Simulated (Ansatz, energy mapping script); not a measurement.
# VCl2O monolayer: J from the energies of magnetic orders

Wanted: the magnetic order of VCl2O monolayer, its couplings and an estimate of its ordering temperature, by LDA+U (3.68 eV).

Main program and level: Ansatz 0.2.0; LDA with U = 3.68 eV on V d, ortho-atomic projectors; plane waves, U on orthogonalised atomic orbitals unless named otherwise, collinear spin, no spin–orbit coupling.

## Step 1: Set-up

The cell holds 4 atoms: 1 V, 2 Cl and 1 O. Its edges and angles: a = 3.642 Å, b = 3.518 Å, c = 18.329 Å, α = 90.0°, β = 90.0°, γ = 90.0°. It derives from VCl2O. one layer cut from the bulk crystal, unrelaxed, 15 A of vacuum. Vacuum lies along c.

The cell comes from a database of computed structures, and need not be the one that the compound takes in experiment.

The U corrects the self-interaction that lets semilocal functionals spread d and f electrons too far. Its value here is typed, not computed.

## Step 2: Probe run

One run in the crystal's own cell, under LDA with U = 3.36 eV on V d, ortho-atomic projectors, shows which elements keep a moment. Transition or f elements with 0.3 μB or more enter the spin model; moments induced on other atoms do not.

File input.yaml:

```yaml
crystal:
  lattice:
    - [3.64216, 0.0, 0.0]
    - [0.0, 3.517888, 0.0]
    - [0.0, 0.0, 18.329395]
  atoms:
    - { symbol: V, position: [0.5, 0.0, 0.5], spin: 2.0 }
    - { symbol: Cl, position: [0.5, 0.5, 0.409179] }
    - { symbol: Cl, position: [0.5, 0.5, 0.590821] }
    - { symbol: O, position: [0.0, 0.0, 0.5] }
magnetization:
  spin_polarized: true
kpoints:
  mp_grid: { grid: [7, 7, 1] }
hamiltonian:
  xc: lda
  hubbard:
    sites: [{ species: V, l: d, u_eff: 3.36 }]
    projectors: ortho-atomic
scf:
  occupations: { method: fermi_dirac, width: 0.05 }
output:
  eigenvalues: true
```

Launch:

```sh
> ansatz run input.yaml --threads 4 --pin off --max-ram 8192MiB --backend cpu --events-out ev --progress --plain --runs-dir out
```

Numbers of over 12 decimals in the logs are rounded to 6 here.

Output:

```text
Engine: ansatz 0.2.0, aarch64-unknown-linux-gnu
Pseudopotentials: kind: paw
Pseudopotential: V, paw, valence charge 13, recommended cutoff 420 eV (normal), V.paw.azcp
Pseudopotential: Cl, paw, valence charge 7, recommended cutoff 420 eV (normal), Cl.paw.azcp
Pseudopotential: O, paw, valence charge 6, recommended cutoff 420 eV (normal), O.paw.azcp
Functional definition: SPW92
  exchange = slater_x
  correlation = pw_c
Crystal: 4 atoms, lattice volume = 234.849 Å³
Basis set: ecut = 420 eV, 4567 PW (Γ)
Bands: 22, of which v1, the nominal top of the filled ones, is band 17 counted from 1 (16 counted from 0)
Symmetry: 8 space group operations
Space group: Pmmm (ITA 47), of the structure as read, at distance tolerance 6.2e-5 Å
Magnetic group: BNS 47.249 (UNI 347), of the structure as read, at distance tolerance 6.2e-5 Å
k-points: 16 of 49
Non-local potential: V, projectors of the file, l = 0: 3, l = 1: 2, l = 2: 3, l = 3: 1
Non-local potential: Cl, projectors of the file, l = 0: 2, l = 1: 2, l = 2: 2
Non-local potential: O, projectors of the file, l = 0: 2, l = 1: 2, l = 2: 1
PAW form: soft (Blöchl's): semilocal exchange-correlation on the pseudo side does not see the compensation charge
PAW frozen core: V, regenerated for the run's functional, and the local potential with it (the file was generated under x = pbe(κ = 0.804, μ = 0.219515), c = pbe(β = 0.066725))
PAW frozen core: Cl, regenerated for the run's functional, and the local potential with it (the file was generated under x = pbe(κ = 0.804, μ = 0.219515), c = pbe(β = 0.066725))
PAW frozen core: O, regenerated for the run's functional, and the local potential with it (the file was generated under x = pbe(κ = 0.804, μ = 0.219515), c = pbe(β = 0.066725))
PAW one-centre angular grid: V, 590 points (default); XC on 64 Gauss nodes
PAW one-centre angular grid: Cl, 110 points (default); XC on 64 Gauss nodes
PAW one-centre angular grid: O, 110 points (default); XC on 64 Gauss nodes
Initial density: superposition of atomic densities (neutral atoms: chi_scale 0, normalization atom)
Starting moments: Σ|m| = 2 μB on 1 of 4 sites
Initial wavefunctions: pseudopotential atomic-orbital guess
Functional: x = slater, c = lda
SCF iter   1: F=—  HF=-5506.669147 eV  |F-HF|=—  |Δ(HF+E_count)|=         —  Δρ=4.85e-2 (↑4.85e-2 ↓3.26e-2)  dr2=1.42e1  dr2_m=7.75e-1  M=1.000 μB ∫|m|=1.475 μB  β_m=0.30  ethr=3.10e-3  ⟨swp⟩=8.0  Hψ=3837  notcnv=0
preconditioner: auto → none  [metal: Δε(μ)=0.026 eV  Ē_g=9.734 eV  σ=0.050 eV  W_gap=0.13  n_scr=30 (ndim 8)  ℏωp=11.6 eV  f_vac=0.650  D(μ)=2.37/eV (n_scr^D=6)  sad-step TF]
[...]
SCF iter  17: F=-5504.464052 eV  HF=-5504.464052 eV  |F-HF|=6.26e-10  |Δ(HF+E_count)|=  3.48e-10  Δρ=3.18e-7 (↑3.18e-7 ↓2.28e-7)  dr2=7.05e-10  dr2_m=1.24e-11  M=1.000 μB ∫|m|=1.502 μB  β_m=1.00  ethr=2.64e-11  ⟨swp⟩=1.0  Hψ=1906  notcnv=0
Mixer restart at iter 17: flushing history
iter 18 met the thresholds in force, and the SCF goes on: an eigenvalue changes by 3.65 meV, over its tolerance of 1.00 meV (output.eigenvalues, Limitations)
SCF iter  18: F=-5504.464052 eV  HF=-5504.464052 eV  |F-HF|=2.36e-8  |Δ(HF+E_count)|=   3.28e-9  Δρ=1.87e-6 (↑1.87e-6 ↓1.27e-6)  dr2=2.56e-8  dr2_m=2.18e-10  M=1.000 μB ∫|m|=1.502 μB  β_m=1.00  ethr=2.14e-12  ⟨swp⟩=1.0  Hψ=2121  notcnv=0  κ⁻¹=1.0e0(r=1)
SCF iter  19: F=-5504.464052 eV  HF=-5504.464052 eV  |F-HF|=2.50e-10  |Δ(HF+E_count)|=   3.27e-9  Δρ=1.38e-7 (↑1.38e-7 ↓1.06e-7)  dr2=2.66e-10  dr2_m=1.49e-12  M=1.000 μB ∫|m|=1.502 μB  ethr=2.14e-12  ⟨swp⟩=1.0  Hψ=2044  notcnv=0
SCF 1 converged in 19 iterations: F = -5504.464052 eV  dr2 = 2.66e-10
[...]
SCF converged after 19 iterations
an eigenvalue changed by more than its tolerance at an iteration that met the thresholds in force, so the SCF went on 3 times, its first undamped step at iteration 17: the last check found none over its tolerance
Magnetization: 1.0000 μB (17.0000 up, 16.0000 down)
Absolute magnetization: 1.5021 μB (∫|ρ↑−ρ↓|, with the PAW one-centre terms)
Spin contamination: 0.0393 ħ² per cell (⟨S²⟩ above its minimum at these occupations)
Per-site moments (μB) at R_I (Å): [(0.872658, 0.7511955), (-0.037277, 0.998990), (-0.037277, 0.998990), (-0.135482, 0.7511955)]
Free energy (F): -5504.464052 eV
Harris-Foulkes:  -5504.464052 eV  (|F-HF|=2.50e-10)
Internal energy: -5504.464044 eV  (E = F + TS)
E sigma→0 (E₀):  -5504.464048 eV
Entropy (-TS):   -0.000007 eV (-0.002 meV/atom)
Fermi energy:    -3.662484 eV
--- Per-component energies (eV) ---
  E_band       = -618.894475
  E_kinetic    = 824.365397
  E_local      = -16550.148432  (includes V_loc(G=0)·N_el)
  E_nonlocal   = 65.194245
  E_hartree    = 7881.812855
  E_xc         = -410.192935
  E_vxc        = -496.460960  (∫ρ·V_xc dr)
  E_hubbard    = 2.779360  (on-site DFT+U / exact-exchange correction)
  E_vhub       = 0.005227  (the Hubbard potential's part of the band-sum identity)
  E_paw        = -2455.352240  (= ΣΔE_a)
  E_vpaw       = -225.477178  (= ΣTr[D̂ρ^β])
  E_aug_tail   = 0.002896  (compensation charges beyond the density's cutoff)
  E_ewald      = 5136.250753
  E_core_change = 0.824055  (= ΣΔE_core)
  E_smearing   = -0.000007  (= −TS)
  E_closure    = -0.000000  (closes the sum)
  Σ components = -5504.464052   (vs F -5504.464052, Δ=0.00e0)
--- Band table (eV; the first three rows and the last of 32) ---
  k-point 0 ↑: bands = [... 13 lower, -5.0902, -4.8729, -4.3496, -4.2536, -3.1621, -2.4864, -1.2255, -1.0544, ... 1 higher]
  k-point 1 ↑: bands = [... 13 lower, -4.9851, -4.6577, -4.4499, -4.2707, -3.0101, -2.5921, -1.2919, -1.1555, ... 1 higher]
  k-point 2 ↑: bands = [... 13 lower, -4.8355, -4.7001, -4.5258, -4.3078, -2.8810, -2.7459, -1.3526, -1.1641, ... 1 higher]
  k-point 15 ↓: bands = [... 13 lower, -5.7831, -5.4567, -4.6097, -0.3763, -0.2316, -0.2057, -0.1558, 1.3830, ... 1 higher]
Occupation matrices written to <dir>
```

Wall time 5.4 s (4 threads of Arm Neoverse V1, shared host); peak memory 0.58 GiB; 20 s of CPU time.

Spin moment in the sphere by atom:

```tsv
atom	spin moment in the sphere (μB)
V1	0.873
Cl2	-0.037
Cl3	-0.037
O4	-0.135
```

The run ends ferromagnetic; V carries the moments.

## Step 3: A run to fix the orbital filling

A corrected shell can settle in several orbital fillings. One parallel run, with an occupation width a fifth wider than the orders use, therefore is to supply the occupation matrices. All orders start from them.

input.yaml, the sections that differ from step 2:

```yaml
kpoints:
  mp_grid: { grid: [10, 10, 1] }
hamiltonian:
  xc: lda
  hubbard:
    sites: [{ species: V, l: d, u_eff: 3.68 }]
    projectors: ortho-atomic
scf:
  occupations: { method: fermi_dirac, width: 0.084 }
# crystal, magnetization, output: as in step 2
```

Output:

```text
[...]
Crystal: 4 atoms, lattice volume = 234.849 Å³
Basis set: ecut = 420 eV, 4567 PW (Γ)
Bands: 22, of which v1, the nominal top of the filled ones, is band 17 counted from 1 (16 counted from 0)
Symmetry: 8 space group operations
[...]
k-points: 36 of 100
[...]
Starting moments: Σ|m| = 2 μB on 1 of 4 sites
[...]
SCF iter   1: F=—  HF=-5506.405108 eV  |F-HF|=—  |Δ(HF+E_count)|=         —  Δρ=4.84e-2 (↑4.84e-2 ↓3.28e-2)  dr2=1.43e1  dr2_m=7.64e-1  M=1.000 μB ∫|m|=1.499 μB  β_m=0.30  ethr=3.10e-3  ⟨swp⟩=7.8  Hψ=8634  notcnv=0
[...]
SCF iter  20: F=-5504.200473 eV  HF=-5504.200473 eV  |F-HF|=4.55e-12  |Δ(HF+E_count)|=  8.91e-11  Δρ=3.46e-8 (↑3.46e-8 ↓3.03e-8)  dr2=5.22e-12  dr2_m=1.22e-12  M=1.000 μB ∫|m|=1.529 μB  ethr=6.42e-12  ⟨swp⟩=1.0  Hψ=4008  notcnv=0
SCF 1 converged in 20 iterations: F = -5504.200473 eV  dr2 = 5.22e-12
[...]
SCF converged after 20 iterations
[...]
Magnetization: 1.0001 μB (17.0001 up, 15.9999 down)
Absolute magnetization: 1.5288 μB (∫|ρ↑−ρ↓|, with the PAW one-centre terms)
[...]
Per-site moments (μB) at R_I (Å): [(0.883070, 0.7511955), (-0.040113, 0.998990), (-0.040113, 0.998990), (-0.141925, 0.7511955)]
Free energy (F): -5504.200473 eV
[...]
Internal energy: -5504.199995 eV  (E = F + TS)
E sigma→0 (E₀):  -5504.200234 eV
Entropy (-TS):   -0.000478 eV (-0.119 meV/atom)
Fermi energy:    -3.609162 eV
[...]
--- Band table (eV; the first three rows and the last of 72) ---
  k-point 0 ↑: bands = [... 13 lower, -5.0826, -4.8670, -4.3423, -4.2500, -3.1568, -2.4829, -1.2509, -1.0618, ... 1 higher]
  k-point 1 ↑: bands = [... 13 lower, -5.0306, -4.7409, -4.3530, -4.3169, -3.0757, -2.5349, -1.2073, -1.2023, ... 1 higher]
  k-point 2 ↑: bands = [... 13 lower, -4.8816, -4.5919, -4.5565, -4.3065, -2.8997, -2.6850, -1.3882, -1.1613, ... 1 higher]
  k-point 35 ↓: bands = [... 13 lower, -5.8381, -5.5919, -4.5970, -0.2754, -0.1259, -0.1091, -0.0252, 1.4168, ... 1 higher]
Occupation matrices written to <dir>
```

Wall time 12 s (4 threads); peak memory 0.72 GiB.

Numbers from this step:

```
final state                       : ferromagnetic
electrons in the corrected shells : 3.295 e
largest moment                    : 0.883 μB
```

## Step 4: Order 1: parallel, cell A of 8 atoms

The parallel order is the zero of energy for this cell and mesh.

File input.yaml:

```yaml
crystal:
  lattice:
    - [3.64216, 3.517888, 0.0]
    - [0.0, 7.035776, 0.0]
    - [0.0, 0.0, 18.329395]
  atoms:
    - { symbol: V, position: [0.5, 0.75, 0.5], spin: 2.0 }
    - { symbol: V, position: [0.5, 0.25, 0.5], spin: 2.0 }
    - { symbol: Cl, position: [0.5, 0.0, 0.409179] }
    - { symbol: Cl, position: [0.5, 0.5, 0.409179] }
    - { symbol: Cl, position: [0.5, 0.0, 0.590821] }
    - { symbol: Cl, position: [0.5, 0.5, 0.590821] }
    - { symbol: O, position: [0.0, 0.0, 0.5] }
    - { symbol: O, position: [0.0, 0.5, 0.5] }
magnetization:
  spin_polarized: true
kpoints:
  mp_grid: { grid: [10, 10, 1] }
hamiltonian:
  xc: lda
  hubbard:
    sites:
      - { species: V, l: d, u_eff: 3.68 }
      - { site: 0, l: d, u_eff: 3.68, starting_ns: [{ spin: up, occupation_matrix: v1_major }, { spin: down, occupation_matrix: v1_minor }] }
      - { site: 1, l: d, u_eff: 3.68, starting_ns: [{ spin: up, occupation_matrix: v1_major }, { spin: down, occupation_matrix: v1_minor }] }
    projectors: ortho-atomic
    occupation_matrices:
      v1_major:
        matrix:
          - [0.844, 0.0, 0.0, 0.264, 0.0]
          - [0.0, 0.288, 0.0, 0.0, 0.0]
          - [0.0, 0.0, 0.328, 0.0, 0.0]
          - [0.264, 0.0, 0.0, 0.524, 0.0]
          - [0.0, 0.0, 0.0, 0.0, 0.295]
      v1_minor:
        matrix:
          - [0.116, 0.0, 0.0, -0.109, 0.0]
          - [0.0, 0.19, 0.0, 0.0, 0.0]
          - [0.0, 0.0, 0.257, 0.0, 0.0]
          - [-0.109, 0.0, 0.0, 0.259, 0.0]
          - [0.0, 0.0, 0.0, 0.0, 0.194]
scf:
  occupations: { method: fermi_dirac, width: 0.07 }
output:
  eigenvalues: true
  write_density: true
  write_potential: true
  elf: true
  volumetric_format: npy
```

Output:

```text
[...]
Crystal: 8 atoms, lattice volume = 469.698 Å³
Basis set: ecut = 420 eV, 9179 PW (Γ)
Bands: 43, of which v1, the nominal top of the filled ones, is band 33 counted from 1 (32 counted from 0)
Symmetry: 16 space group operations
[...]
k-points: 31 of 100
[...]
Starting moments: Σ|m| = 4 μB on 2 of 8 sites
[...]
SCF iter   1: F=—  HF=-11014.255526 eV  |F-HF|=—  |Δ(HF+E_count)|=         —  Δρ=5.36e-2 (↑5.36e-2 ↓3.18e-2)  dr2=2.87e1  dr2_m=2.12e0  M=2.000 μB ∫|m|=2.550 μB  β_m=0.30  ethr=3.10e-3  ⟨swp⟩=8.2  Hψ=11648  notcnv=0
[...]
spin=Collinear: Resta preconditioning applied to the charge; magnetization (m = ρ↑ − ρ↓) channel mixes plain (no charge-response kernel on spin).
SCF iter   2: F=—  HF=-11008.747627 eV  |F-HF|=—  |Δ(HF+E_count)|=    5.51e0  Δρ=1.84e-2 (↑1.68e-2 ↓1.84e-2)  dr2=4.10e0  dr2_m=4.57e-1  M=2.030 μB ∫|m|=3.659 μB  β_m=0.30  ethr=3.10e-3  ⟨swp⟩=3.4  Hψ=7494  notcnv=0  defer=100
[...]
SCF iter  19: F=-11008.400914 eV  HF=-11008.400914 eV  |F-HF|=1.64e-11  |Δ(HF+E_count)|=  3.09e-10  Δρ=1.03e-7 (↑1.03e-7 ↓5.94e-8)  dr2=6.26e-11  dr2_m=1.82e-11  M=2.000 μB ∫|m|=3.057 μB  ethr=4.12e-12  ⟨swp⟩=1.0  Hψ=7039  notcnv=0
SCF 1 converged in 19 iterations: F = -11008.400914 eV  dr2 = 6.26e-11
[...]
WARN: The output density's exchange-correlation potential varies sharply where the density is thin. Do not read a vacuum level from v_tot or v_xc, or from such a field of the output density. On a cell that repeats whose density bears no net charge and no dipole along the vacuum's axis use v_es (v_loc + v_h of the components); under efield.dipole_correction with no amplitude use v_es + v_field, which holds any externa [...]
SCF converged after 19 iterations
[...]
Magnetization: 2.0000 μB (34.0000 up, 32.0000 down)
Absolute magnetization: 3.0570 μB (∫|ρ↑−ρ↓|, with the PAW one-centre terms)
[...]
Per-site moments (μB) at R_I (Å): [(0.882815, 0.7511955), (0.882815, 0.7511955), (-0.040042, 0.998990), (-0.040042, 0.998990), (-0.040042, 0.998990), (-0.040042, 0.998990), (-0.141839, 0.7511955), (-0.141839, 0.7511955)]
Free energy (F): -11008.400914 eV
[...]
Internal energy: -11008.400694 eV  (E = F + TS)
E sigma→0 (E₀):  -11008.400804 eV
Entropy (-TS):   -0.000220 eV (-0.028 meV/atom)
Fermi energy:    -3.618874 eV
[...]
--- Specified on-site occupations, and those of the state reported ---
  electrons in the specified blocks: 6.5900 specified, 6.5890 found
  site 0 (l=d) ↓: largest change of an orbital's occupation 0.0008; electrons 1.0160 specified, 1.0155 found; spectral distance 0.0006
[...]
site 0 (l=d) ↑: largest change of an orbital's occupation 0.0005; electrons 2.2790 specified, 2.2790 found; spectral distance 0.0004
[...]
--- Band table (eV; the first three rows and the last of 62) ---
  k-point 0 ↑: bands = [... 29 lower, -5.0824, -4.8671, -4.5542, -4.3425, -4.2500, -3.1570, -2.4825, -1.2513, ... 6 higher]
  k-point 1 ↑: bands = [... 29 lower, -5.1209, -4.6564, -4.5576, -4.4505, -4.3012, -3.0355, -2.4832, -1.1407, ... 6 higher]
  k-point 2 ↑: bands = [... 29 lower, -5.0090, -4.7201, -4.5591, -4.3846, -4.3321, -2.7744, -2.4597, -1.1953, ... 6 higher]
  k-point 30 ↓: bands = [... 29 lower, -4.8168, -4.6509, -4.3424, -2.1211, -1.6388, -1.0514, -0.7798, -0.2697, ... 6 higher]
Occupation matrices written to <dir>
```

Elapsed: 56 s, on 4 threads; peak memory 1.9 GiB.

Spin moment in the sphere by atom:

```tsv
atom	spin moment in the sphere (μB)
V1	0.883
V2	0.883
Cl3	-0.040
Cl4	-0.040
Cl5	-0.040
Cl6	-0.040
O7	-0.142
O8	-0.142
```

The run ends ferromagnetic.

Spin density in the cb plane at fractional x = 0.500, with atoms of V and Cl within 0.2 Å of it.

Values in units of 1e-1 e/Å³, 9 rows by 16 columns, each cell a mean:
```
 0.0  0.0  0.0  0.0  0.0  0.0 -0.1  0.2  0.3 -0.1  0.0  0.0  0.0  0.0  0.0  0.0
 0.0  0.0  0.0  0.0  0.0  0.0  0.0  2.5  4.2  0.1  0.0  0.0  0.0  0.0  0.0  0.0
 0.0  0.0  0.0  0.0  0.0  0.0  0.1  4.1  6.3  0.2  0.0  0.0  0.0  0.0  0.0  0.0
 0.0  0.0  0.0  0.0  0.0  0.0 -0.1  0.4  0.7 -0.1  0.0  0.0  0.0  0.0  0.0  0.0
 0.0  0.0  0.0  0.0  0.0  0.0 -0.1  0.0  0.0 -0.1  0.0  0.0  0.0  0.0  0.0  0.0
 0.0  0.0  0.0  0.0  0.0  0.0 -0.1  0.7  1.4  0.0  0.0  0.0  0.0  0.0  0.0  0.0
 0.0  0.0  0.0  0.0  0.0  0.0  0.1  5.1  7.5  0.2  0.0  0.0  0.0  0.0  0.0  0.0
 0.0  0.0  0.0  0.0  0.0  0.0  0.0  1.3  2.5  0.0  0.0  0.0  0.0  0.0  0.0  0.0
 0.0  0.0  0.0  0.0  0.0  0.0 -0.1  0.0  0.1 -0.1  0.0  0.0  0.0  0.0  0.0  0.0
```
Columns run along c (18.3 Å), rows up along b (7.0 Å). Atoms in or near the plane, at fractional coordinates: V at (0.50, 0.75), V at (0.50, 0.25), Cl at (0.41, 0.00), Cl at (0.41, 0.50), Cl at (0.59, 0.00), Cl at (0.59, 0.50).

ELF in the cb plane at fractional x = 0.500, with atoms of V and Cl within 0.2 Å of it. It is the smooth field of the valence electrons, not physical close to the nuclei.

Values, 9 rows by 16 columns, each cell a mean:
```
0.00 0.00 0.00 0.00 0.06 0.60 0.77 0.55 0.43 0.76 0.70 0.10 0.00 0.00 0.00 0.00
0.00 0.00 0.00 0.00 0.01 0.17 0.44 0.42 0.47 0.44 0.22 0.01 0.00 0.00 0.00 0.00
0.00 0.00 0.00 0.00 0.00 0.08 0.26 0.46 0.54 0.27 0.11 0.01 0.00 0.00 0.00 0.00
0.00 0.00 0.00 0.00 0.04 0.52 0.81 0.50 0.40 0.81 0.62 0.08 0.00 0.00 0.00 0.00
0.00 0.00 0.00 0.00 0.07 0.67 0.63 0.60 0.49 0.61 0.76 0.13 0.00 0.00 0.00 0.00
0.00 0.00 0.00 0.00 0.03 0.41 0.76 0.44 0.39 0.76 0.51 0.05 0.00 0.00 0.00 0.00
0.00 0.00 0.00 0.00 0.00 0.03 0.14 0.50 0.59 0.15 0.04 0.00 0.00 0.00 0.00 0.00
0.00 0.00 0.00 0.00 0.02 0.29 0.63 0.40 0.41 0.62 0.37 0.03 0.00 0.00 0.00 0.00
0.00 0.00 0.00 0.00 0.07 0.65 0.69 0.59 0.47 0.67 0.74 0.12 0.00 0.00 0.00 0.00
```
Columns run along c (18.3 Å), rows up along b (7.0 Å). Atoms in or near the plane, at fractional coordinates: V at (0.50, 0.75), V at (0.50, 0.25), Cl at (0.41, 0.00), Cl at (0.41, 0.50), Cl at (0.59, 0.00), Cl at (0.59, 0.50).

(Continued in part 2 of 3.)

[Logs and program files are shortened in this print: banners, set-up blocks, solver, clock and traceback lines can be left out without a mark of their own.]

[Logs are printed without paths, hosts, clocks, repeated set-up lines and the standing remarks that a program may print on its own settings, such as how far it seeks lower states.]

[Hosts, paths, dates, database ids (printed as entryN), source tags and the programs' standing remarks are cut or masked in the printed files.]

[Where a cell is said to come from a database of computed structures, the database is the Materials Project.]
